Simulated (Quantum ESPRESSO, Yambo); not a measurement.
# Excitons of BiOCl (P4/nmm): kernels and approximations, part 2 of 3

Wanted: excitons and ε₂ of BiOCl (P4/nmm), with cost.

Quantum ESPRESSO 7.5 and Yambo 5.3.0; PBEsol and many-body steps on it, plane waves. Known limits of the many-body steps: not at the basis limit; coarse k mesh; bindings not settled in the k mesh.

So far. Step 4 (Screening and self-energy, 4×4×2 mesh, 224 bands …): The gap on the mesh goes from 2.33 eV to 3.39 eV, a correction of +1.06 eV. Step 5 (Excitons): The lowest state lies at 3.132 eV, 0.360 eV under the direct gap.

**6. Field along z**

Level of this step: Bethe-Salpeter equation on PBEsol with a scissors shift with spin-orbit coupling, plane waves, norm-conserving pseudopotentials (Yambo).

The input, bse4.in:

```
optics
bss
bse
em1s
dipoles
rim_cut
RandQpts= 1000000
RandGvec= 1 RL
Chimod= "HARTREE"
BSKmod= "SEX"
BSEmod= "resonant"
BSSmod= "h"
BSENGexx= 30 Ry
BSENGBlk= 6 Ry
% BSEQptR
 1 | 1 |
%
% BSEBands
 61 | 84 |
%
% BEnRange
 0 | 8 | eV
%
% BDmRange
 0.1 | 0.1 | eV
%
BEnSteps= 161
% BLongDir
 0 | 0 | 1 |
%
% BndsRnXs
 1 | 142 |
%
NGsBlkXs= 6 Ry
% LongDrXs
 1 | 1 | 1 |
%
% KfnQP_E
 0.882 | 1.0 | 1.0 |
%
BSHayTrs= -0.02
```

The run is started by

```bash
$ OMP_NUM_THREADS=1 mpirun -n 16 yambo -F bse4.in -J bse4,bse3_W -C bse4 > bse4.log
```

What it wrote:

```text
 Yambo, version 5.3.0

 [02] CORE Variables Setup
 =========================

  [... cell, symmetries and grids as in the set-up ...]

  [02.05] Energies & Occupations
  ==============================

  [X] === General ===
  [X] Electronic Temperature                        :  0.000000  0.000000 [eV K]
  [X] Bosonic    Temperature                        :  0.000000  0.000000 [eV K]
  [X] Finite Temperature mode                       : no
  [X] El. density                                   :  0.64895E+24 [cm-3]
  [X] Fermi Level                                   :  8.862339 [eV]

  [X] === Gaps and Widths ===
  [X] Conduction Band Min                           :  2.333091 [eV]
  [X] Valence Band Max                              :  0.000000 [eV]
  [X] Filled Bands                                  :   72
  [X] Empty Bands                                   :   73  224
  [X] Direct Gap                                    :  2.609492 [eV]
  [X] Direct Gap localized at k                     :  2
  [X] Indirect Gap                                  :  2.333091 [eV]
  [X] Indirect Gap between kpts                     :   6   2
  [X] Last valence band width                       :  0.698062 [eV]
  [X] 1st conduction band width                     :  1.686063 [eV]

 [03] Transferred momenta grid and indexing
 ==========================================

 IBZ Q-points                                      :  12
 BZ  Q-points                                      :   32

 K/Q-points units:
 rlu = crystal or reduced units; cc = cartesian coordinates; iku = interal k-units

 Q [ 1]         [rlu]:  0.000000  0.000000  0.000000
 Q [ 2]         [rlu]:  0.000000  0.000000 -0.500000
 Q [ 3]         [rlu]:  0.000000  0.250000  0.000000
[...]
[coarse-grid] Minimum Gap Correction  [ev]:  0.882000

  Eqp @ K [ 1]
  -151.5312 -151.5312 -151.5311 -151.5311 -108.1417 -108.1417 -108.1416 -108.1416
  -83.41701 -83.41701 -83.41662 -83.41662 -83.41287 -83.41287 -83.41262 -83.41262
  -23.14744 -23.14744 -23.11125 -23.11125 -23.10722 -23.10722 -23.08660 -23.08660
[...]
[... 6 further rows ...]
[...]
Eqp @ K [ 2]
[...]
[... 6 further rows ...]
[...]
Eqp @ K [ 3]
[...]
[... 6 further rows ...]
[...]
Eqp @ K [ 8]
[...]
[... 6 further rows ...]
[...]
Eqp @ K [ 9]
[...]
[... 57 further rows ...]
   22.06065  22.06065  22.06065  22.06065  22.42855  22.42855  22.42855  22.42855
   22.62202  22.62202  22.62202  22.62202  22.92389  22.92389  22.92389  22.92389

 [06] Dipoles
 ============

  [06.01] Setup: observables and procedures
  =========================================

  [WARNING] [r,Vnl^pseudo] included in position and velocity dipoles.

  [WARNING] In case H contains other non local terms, these are neglected

 [07] Static Dielectric Matrix
 =============================

    [08.01.05.02] Main kernel loop
    ==============================

    [08.01.05.03] Wave-Function Phases
    ==================================

    [BSE] WF phases found       :  33.02951 [o/o]

   [08.01.06] BSE solver(s) @q1
   ============================

   [08.01.07] Haydock Solver in the optics basis @q1 using the hermitian scheme
   ============================================================================

   Accuracy (requested)      : -0.020000 [o/o]

   [WARNING] [EPS_extend] Possible inaccuracy in the EPS prolungation

   [WARNING] [EPS_extend] Possible inaccuracy in the EPS prolungation

   [WARNING] [EPS_extend] Possible inaccuracy in the EPS prolungation

[...]
[WARNING] [EPS_extend] Possible inaccuracy in the EPS prolungation

   [WARNING] [EPS_extend] Possible inaccuracy in the EPS prolungation
   Iterations                :   91

 [11] Game Over & Game summary
```

It took 85 s on 16 MPI ranks of Arm Neoverse V1, shared host; peak memory 6.6 GiB; 19 min of CPU time.

This step gave:

```yaml
transitions_in_the_window: 4608
direct_gap_of_the_transition_levels: 3.491 eV
```

The ε₂ has structure finer than the step of the table below, so its rows give means over 0.2 eV, whole bins alone (the curve runs from 0 to 8 eV). Peaks (eV: height): BSE 3.25: 6.27, 4.20: 8.92, 4.80: 6.02, 6.10: 7.38, 6.65: 7.40; no electron-hole interaction 3.60: 4.56, 4.55: 9.17, 5.40: 9.77, 6.60: 6.65, 7.20: 8.08.

Field along z; broadening 0.1 eV; transition window only. Limits: finite bands, cutoff and mesh; coarse k mesh; exciton not shown settled in the k mesh. ε₂ against photon energy; means over each step:

```
photon energy (eV)     BSE  no electron-hole interaction
               0.2  0.0355                        0.0305
               0.4  0.0390                        0.0332
               0.6  0.0431                        0.0362
               0.8  0.0479                        0.0397
               1.0  0.0537                        0.0438
               1.2  0.0608                        0.0487
               1.4  0.0697                        0.0544
               1.6  0.0810                        0.0614
               1.8  0.0959                        0.0701
               2.0   0.116                        0.0810
               2.2   0.146                        0.0953
               2.4   0.193                         0.115
               2.6   0.279                         0.143
               2.8   0.477                         0.187
               3.0    1.23                         0.268
               3.2    4.71                         0.465
               3.4    2.79                          1.35
               3.6    1.90                          3.70
               3.8    2.79                          1.60
               4.0    6.02                          1.76
               4.2    8.28                          2.91
               4.4    5.76                          6.02
               4.6    5.13                          8.61
               4.8    5.63                          6.19
               5.0    5.50                          5.92
               5.2    4.13                          7.11
               5.4    3.16                          8.72
               5.6    3.74                          6.05
               5.8    4.60                          5.64
               6.0    5.59                          4.23
               6.2    6.12                          3.44
               6.4    5.16                          3.97
               6.6    6.59                          6.15
               6.8    6.25                          4.84
               7.0    5.18                          5.35
               7.2    3.84                          7.43
               7.4    3.33                          6.28
               7.6    3.51                          5.80
               7.8    2.64                          4.77
```

**7. Beyond Tamm-Dancoff**

The input, bse5.in:

```
optics
bss
bse
em1s
dipoles
rim_cut
RandQpts= 1000000
RandGvec= 1 RL
Chimod= "HARTREE"
BSKmod= "SEX"
BSEmod= "coupling"
BSSmod= "d"
BSENGexx= 30 Ry
BSENGBlk= 6 Ry
% BSEQptR
 1 | 1 |
%
% BSEBands
 61 | 76 |
%
% BEnRange
 0 | 7 | eV
%
% BDmRange
 0.1 | 0.1 | eV
%
BEnSteps= 141
% BLongDir
 1 | 0 | 0 |
%
% BndsRnXs
 1 | 142 |
%
NGsBlkXs= 6 Ry
% LongDrXs
 1 | 1 | 1 |
%
% KfnQP_E
 0.882 | 1.0 | 1.0 |
%
WRbsWF
```

The run is started by

```bash
$ OMP_NUM_THREADS=1 mpirun -n 16 yambo -F bse5.in -J bse5,bse3_W -C bse5 > bse5.log
```

What it wrote:

```text
 Yambo, version 5.3.0

 [02] CORE Variables Setup
 =========================

  [... cell, symmetries and grids as in the set-up ...]

  [02.05] Energies & Occupations
  ==============================

  [X] === General ===
  [X] Electronic Temperature                        :  0.000000  0.000000 [eV K]
  [X] Bosonic    Temperature                        :  0.000000  0.000000 [eV K]
  [X] Finite Temperature mode                       : no
  [X] El. density                                   :  0.64895E+24 [cm-3]
  [X] Fermi Level                                   :  8.862339 [eV]

  [X] === Gaps and Widths ===
  [X] Conduction Band Min                           :  2.333091 [eV]
  [X] Valence Band Max                              :  0.000000 [eV]
  [X] Filled Bands                                  :   72
  [X] Empty Bands                                   :   73  224
  [X] Direct Gap                                    :  2.609492 [eV]
  [X] Direct Gap localized at k                     :  2
  [X] Indirect Gap                                  :  2.333091 [eV]
  [X] Indirect Gap between kpts                     :   6   2
  [X] Last valence band width                       :  0.698062 [eV]
  [X] 1st conduction band width                     :  1.686063 [eV]

 [03] Transferred momenta grid and indexing
 ==========================================

 IBZ Q-points                                      :  12
 BZ  Q-points                                      :   32

 K/Q-points units:
 rlu = crystal or reduced units; cc = cartesian coordinates; iku = interal k-units

 Q [ 1]         [rlu]:  0.000000  0.000000  0.000000
 Q [ 2]         [rlu]:  0.000000  0.000000 -0.500000
 Q [ 3]         [rlu]:  0.000000  0.250000  0.000000
[...]
[K+QP] Direct Gap localized at k                  :  2
  [K+QP] Indirect Gap                               :  3.215091 [eV]
  [K+QP] Indirect Gap between kpts                  :   6   2
  [K+QP] Last valence band width                    :  0.698062 [eV]
  [K+QP] 1st conduction band width                  :  1.686063 [eV]

  [coarse-grid] Minimum Bare Gap        [ev]:  2.333091
  [coarse-grid] Minimum Gap Correction  [ev]:  0.882000

  Eqp @ K [ 1]
  -151.5312 -151.5312 -151.5311 -151.5311 -108.1417 -108.1417 -108.1416 -108.1416
  -83.41701 -83.41701 -83.41662 -83.41662 -83.41287 -83.41287 -83.41262 -83.41262
  -23.14744 -23.14744 -23.11125 -23.11125 -23.10722 -23.10722 -23.08660 -23.08660
[...]
[... 6 further rows ...]
[...]
Eqp @ K [ 2]
[...]
[... 6 further rows ...]
[...]
Eqp @ K [ 3]
[...]
[... 6 further rows ...]
[...]
Eqp @ K [ 8]
[...]
[... 6 further rows ...]
[...]
Eqp @ K [ 9]
[...]
[... 57 further rows ...]
   22.06065  22.06065  22.06065  22.06065  22.42855  22.42855  22.42855  22.42855
   22.62202  22.62202  22.62202  22.62202  22.92389  22.92389  22.92389  22.92389

 [06] Dipoles
 ============

  [06.01] Setup: observables and procedures
  =========================================

  [WARNING] [r,Vnl^pseudo] included in position and velocity dipoles.

  [WARNING] In case H contains other non local terms, these are neglected

 [07] Static Dielectric Matrix
 =============================

    [08.01.05.02] Main kernel loop
    ==============================

    [08.01.05.03] Wave-Function Phases
    ==================================

    [BSE] WF phases found       :  31.70573 [o/o]

   [08.01.06] BSE solver(s) @q1
   ============================

   [SLK-Digonalization]  Pools        :   4
   [SLK-Digonalization]  BLACS grid   :  2  2

   [08.01.07] Diago Solver @q1
   ===========================

   [WARNING] Parallel non-herm diag not yet implemented. Switching to LK

 [11] Game Over & Game summary
```

Wall time 3.2 min (16 MPI ranks); peak memory 15 GiB; 49 min of CPU time.

This step gave:

| Property | Result |
| --- | --- |
| transitions in the window | 1536 |
| direct gap of the transition levels | 3.491 eV |
| lowest state | 3.134 eV |
| first strong exciton (over a fiftieth of the strongest listed) | 3.189 eV |
| binding of the lowest state below the direct gap | 0.3577 eV |
| Coulomb term of one mesh cell | 0.4051 eV |

The binding is 0.88 times the screened Coulomb term of one mesh cell (0.41 eV), so it is not shown settled.

The lowest state lies at 3.134 eV, 0.358 eV under the direct gap.

The ε₂ has structure finer than the step of the table below, so its rows give means over 0.2 eV, whole bins alone (the curve runs from 0 to 7 eV). Peaks (eV: height): BSE 3.65: 16.9, 4.15: 13.5, 4.75: 9.57; no electron-hole interaction 4.00: 7.75, 4.60: 16.9, 5.20: 10.5.

Field along x; broadening 0.1 eV; transition window only. Limits: finite bands, cutoff and mesh; coarse k mesh; exciton not shown settled in the k mesh. Table of ε₂ by photon energy; means over each step:

```
photon energy (eV)      BSE  no electron-hole interaction
               0.2  0.00761                       0.00482
               0.4   0.0155                       0.00974
               0.6   0.0238                        0.0149
               0.8   0.0329                        0.0204
               1.0   0.0432                        0.0264
               1.2   0.0552                        0.0331
               1.4   0.0695                        0.0407
               1.6   0.0870                        0.0495
               1.8    0.109                        0.0600
               2.0    0.139                        0.0728
               2.2    0.180                        0.0888
               2.4    0.239                         0.109
               2.6    0.333                         0.137
               2.8    0.503                         0.175
               3.0    0.921                         0.232
               3.2     2.15                         0.328
               3.4     4.21                         0.537
               3.6     13.9                          1.06
               3.8     11.0                          2.13
               4.0     11.8                          6.51
               4.2     12.7                          5.07
               4.4     9.52                          8.79
               4.6     7.29                          15.7
               4.8     8.43                          10.8
               5.0     5.73                          8.56
               5.2     3.93                          9.78
               5.4     2.71                          8.48
               5.6     1.61                          9.13
               5.8    0.949                          6.52
               6.0    0.641                          3.36
               6.2    0.383                          2.04
               6.4    0.233                          1.35
               6.6    0.162                         0.729
               6.8    0.122                         0.364
```

**8. Finite momentum (q 2)**

The input, bse6.in:

```
optics
bss
bse
em1s
dipoles
rim_cut
RandQpts= 1000000
RandGvec= 1 RL
Chimod= "HARTREE"
BSKmod= "SEX"
BSEmod= "resonant"
BSSmod= "d"
BSENGexx= 30 Ry
BSENGBlk= 6 Ry
% BSEQptR
 2 | 2 |
%
% BSEBands
 57 | 76 |
%
% BEnRange
 0 | 6 | eV
%
% BDmRange
 0.1 | 0.1 | eV
%
BEnSteps= 121
% BLongDir
 1 | 0 | 0 |
%
% BndsRnXs
 1 | 142 |
%
NGsBlkXs= 6 Ry
% LongDrXs
 1 | 1 | 1 |
%
% KfnQP_E
 0.882 | 1.0 | 1.0 |
%
WRbsWF
```

The run is started by

```bash
$ OMP_NUM_THREADS=1 mpirun -n 16 yambo -F bse6.in -J bse6,bse3_W -C bse6 > bse6.log
```

What it wrote:

```text
 Yambo, version 5.3.0

 [02] CORE Variables Setup
 =========================

  [... cell, symmetries and grids as in the set-up ...]

  [02.05] Energies & Occupations
  ==============================

  [X] === General ===
  [X] Electronic Temperature                        :  0.000000  0.000000 [eV K]
  [X] Bosonic    Temperature                        :  0.000000  0.000000 [eV K]
  [X] Finite Temperature mode                       : no
  [X] El. density                                   :  0.64895E+24 [cm-3]
[...]
[06] Dipoles
 ============

  [06.01] Setup: observables and procedures
  =========================================

  [WARNING] [r,Vnl^pseudo] included in position and velocity dipoles.

  [WARNING] In case H contains other non local terms, these are neglected

 [07] Static Dielectric Matrix
 =============================

    [08.01.05.02] Main kernel loop
    ==============================

   [08.01.06] BSE solver(s) @q2
   ============================

   [SLK-Digonalization]  Pools        :   4
   [SLK-Digonalization]  BLACS grid   :  2  2

   [08.01.07] Diago Solver @q2
   ===========================

 [11] Game Over & Game summary
```

Wall time 40 s (16 MPI ranks); peak memory 6.8 GiB.

This step gave:

| Item | Value |
| --- | --- |
| transitions in the window | 2048 |
| lowest state | 3.462 eV |
| first strong exciton (over a fiftieth of the strongest listed) | 3.558 eV |

The lowest state lies at 3.462 eV.

**9. Finite momentum (q 3)**

bse7.in, as its differences from bse6.in of step 8:

```diff
@@ -15,3 +15,3 @@
 % BSEQptR
- 2 | 2 |
+ 3 | 3 |
 %
```

The run is started by

```bash
$ OMP_NUM_THREADS=1 mpirun -n 16 yambo -F bse7.in -J bse7,bse3_W -C bse7 > bse7.log
```

What it wrote:

```text
 Yambo, version 5.3.0

 [02] CORE Variables Setup
 =========================

  [... cell, symmetries and grids as in the set-up ...]

  [02.05] Energies & Occupations
  ==============================

  [X] === General ===
  [X] Electronic Temperature                        :  0.000000  0.000000 [eV K]
  [X] Bosonic    Temperature                        :  0.000000  0.000000 [eV K]
  [X] Finite Temperature mode                       : no
  [X] El. density                                   :  0.64895E+24 [cm-3]
[...]
[06] Dipoles
 ============

  [06.01] Setup: observables and procedures
  =========================================

  [WARNING] [r,Vnl^pseudo] included in position and velocity dipoles.

  [WARNING] In case H contains other non local terms, these are neglected

 [07] Static Dielectric Matrix
 =============================

    [08.01.05.02] Main kernel loop
    ==============================

   [08.01.06] BSE solver(s) @q3
   ============================

   [SLK-Digonalization]  Pools        :   4
   [SLK-Digonalization]  BLACS grid   :  2  2

   [08.01.07] Diago Solver @q3
   ===========================

 [11] Game Over & Game summary
```

Run time: 41 s. Hardware: 16 MPI ranks; peak memory 6.9 GiB.

Numbers from this step:

```yaml
transitions_in_the_window: 2048
lowest_state: 2.922 eV
first_strong_exciton_over_a_fiftieth_of_the_strongest_listed: 2.927 eV
```

The lowest state lies at 2.922 eV.

Longitudinal response along q; broadening 0.1 eV; transition window only; momentum transfer q number 3. Limits: finite bands, cutoff and mesh; coarse k mesh; exciton not shown settled in the k mesh. ε₂ against photon energy; read off at these points:

```
photon energy (eV)     BSE  no electron-hole interaction
             0.000  0.0215                        0.0178
             0.250  0.0241                        0.0197
             0.500  0.0272                        0.0220
             0.750  0.0310                        0.0246
             1.000  0.0356                        0.0277
             1.250  0.0415                        0.0316
             1.500  0.0490                        0.0363
             1.750  0.0591                        0.0422
             2.000  0.0730                        0.0498
             2.250  0.0935                        0.0598
             2.500   0.127                        0.0737
             2.750   0.206                        0.0938
             3.000   0.383                         0.127
             3.250   0.674                         0.211
             3.500    1.88                         0.351
             3.750    4.04                         0.769
             4.000    4.48                          1.12
             4.250    4.85                          4.15
             4.500    4.75                          4.51
             4.750    7.85                          4.91
             5.000    6.83                          6.09
             5.200    7.48                          7.25
             5.250    7.37                          7.34
             5.500    5.62                          8.44
             5.750    2.58                          8.55
             6.000    1.48                          5.34
```

(Part 2 of 3 ends here.)

[Paths, hosts, dates, memory and timing lines, banners, echoed tables and standing remarks are left out of the program output.]

[Logs are printed without paths, hosts, clocks, repeated set-up lines and the standing remarks that a program may print on its own settings, such as how far it seeks lower states.]

[Runs of the session that timed out or met a known fault of the program may be left out.]

[Hosts, paths, dates, database ids (printed as entryN), source tags and the programs' standing remarks are cut or masked in the printed files.]
